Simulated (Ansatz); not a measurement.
# Br on Si(111): dipole against coverage (PBE, PAW set soft_1)

Does each added Br group shift the ionisation potential of Si(111) by the same amount?

All values are computed: Ansatz 0.2.0, PBE, plane waves, PAW set soft_1, scalar-relativistic unless marked; slabs or sheets with vacuum, the vacuum level from the planar mean of the electrostatic potential.

| groups in the 2×2 cell | upper less lower face (eV) | dipole a group, less that of H (D) |
| --- | --- | --- |
| 1 | +0.48 | -0.65 |
| 2 | +0.67 | -0.45 |
| 3 | +0.77 | -0.35 |
| 4 | +0.81 | -0.27 |

If dipoles simply added, 4 groups would give 4/1 × +0.48 = +1.92 eV; the run gives +0.81 eV, 42 % of that. Parallel dipoles sit in each other's field, which opposes them, so each shrinks as the layer fills.

Dipoles by ΔΦ = −μ/(ε₀A), with μ the dipole of one cell along the outward normal; in working units μ (D) = −ΔΦ (eV) × A (Å²) / 37.7.
